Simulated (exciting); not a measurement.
Two BSE runs for the C K edge of C (Diamond), space group Fd-3m. Run A: exciting, all-electron LAPW+lo, LDA, exchange and screened direct term (singlet BSE), 6×6×6 shifted k points, 8 conduction bands, |G+q| up to 3 bohr⁻¹, full RPA screening with nempty = 25, Lorentzian half width 0.45 eV. Run B differs in one setting: k mesh, kernel cutoff, basis, band set, screening or width.

Energy from the Kohn–Sham onset, core level to the lowest empty state found on the meshes used; one zero for both, scaled to A's maximum:

```csv
E (eV),A,B
-6.0,0.01,0.02
-5.5,0.02,0.02
-5.0,0.02,0.02
-4.5,0.02,0.03
-4.0,0.03,0.03
-3.5,0.04,0.04
-3.0,0.05,0.06
-2.5,0.06,0.08
-2.0,0.09,0.13
-1.5,0.16,0.24
-1.0,0.33,0.57
-0.5,0.80,1.25
0.0,0.99,1.11
0.5,0.93,0.89
1.0,0.78,0.72
1.5,0.69,0.64
2.0,0.64,0.57
2.5,0.55,0.49
3.0,0.47,0.42
3.5,0.39,0.36
4.0,0.36,0.34
4.5,0.35,0.33
5.0,0.32,0.31
5.5,0.32,0.31
6.0,0.31,0.30
6.5,0.33,0.32
7.0,0.35,0.33
7.5,0.32,0.29
8.0,0.28,0.25
8.5,0.24,0.22
9.0,0.23,0.21
9.5,0.19,0.17
10.0,0.15,0.14
10.5,0.12,0.11
11.0,0.09,0.09
11.5,0.08,0.08
12.0,0.08,0.08
12.5,0.11,0.12
13.0,0.16,0.17
13.5,0.21,0.21
14.0,0.23,0.23
14.5,0.25,0.25
15.0,0.29,0.27
15.5,0.25,0.22
16.0,0.21,0.18
16.5,0.21,0.18
17.0,0.21,0.17
17.5,0.19,0.15
```

**Question.** Which is the likeliest?

The cutoff of the screened term (bohr⁻¹) from 3 to 4. Against run A the r.m.s. difference is 21 %. Moving the earlier curve by -0.3 eV leaves 12 %. The highest maximum lies at -0.4 eV (1.30), against -0.2 eV (1.00). The first bright state moves from -0.54 to -0.62 eV. The kernels miss the short-range part of the Coulomb interaction, its components above their cutoff. Other settings could leave a like mark; this is the change that was made.

[Banner, clock and machine lines of the logs are left out without a mark of their own.]

[Logs are printed without paths, hosts, clocks, repeated set-up lines and the standing remarks that a program may print on its own settings, such as how far it seeks lower states.]

[Hosts, paths, dates, database ids (printed as entryN), source tags and the programs' standing remarks are cut or masked in the printed files.]
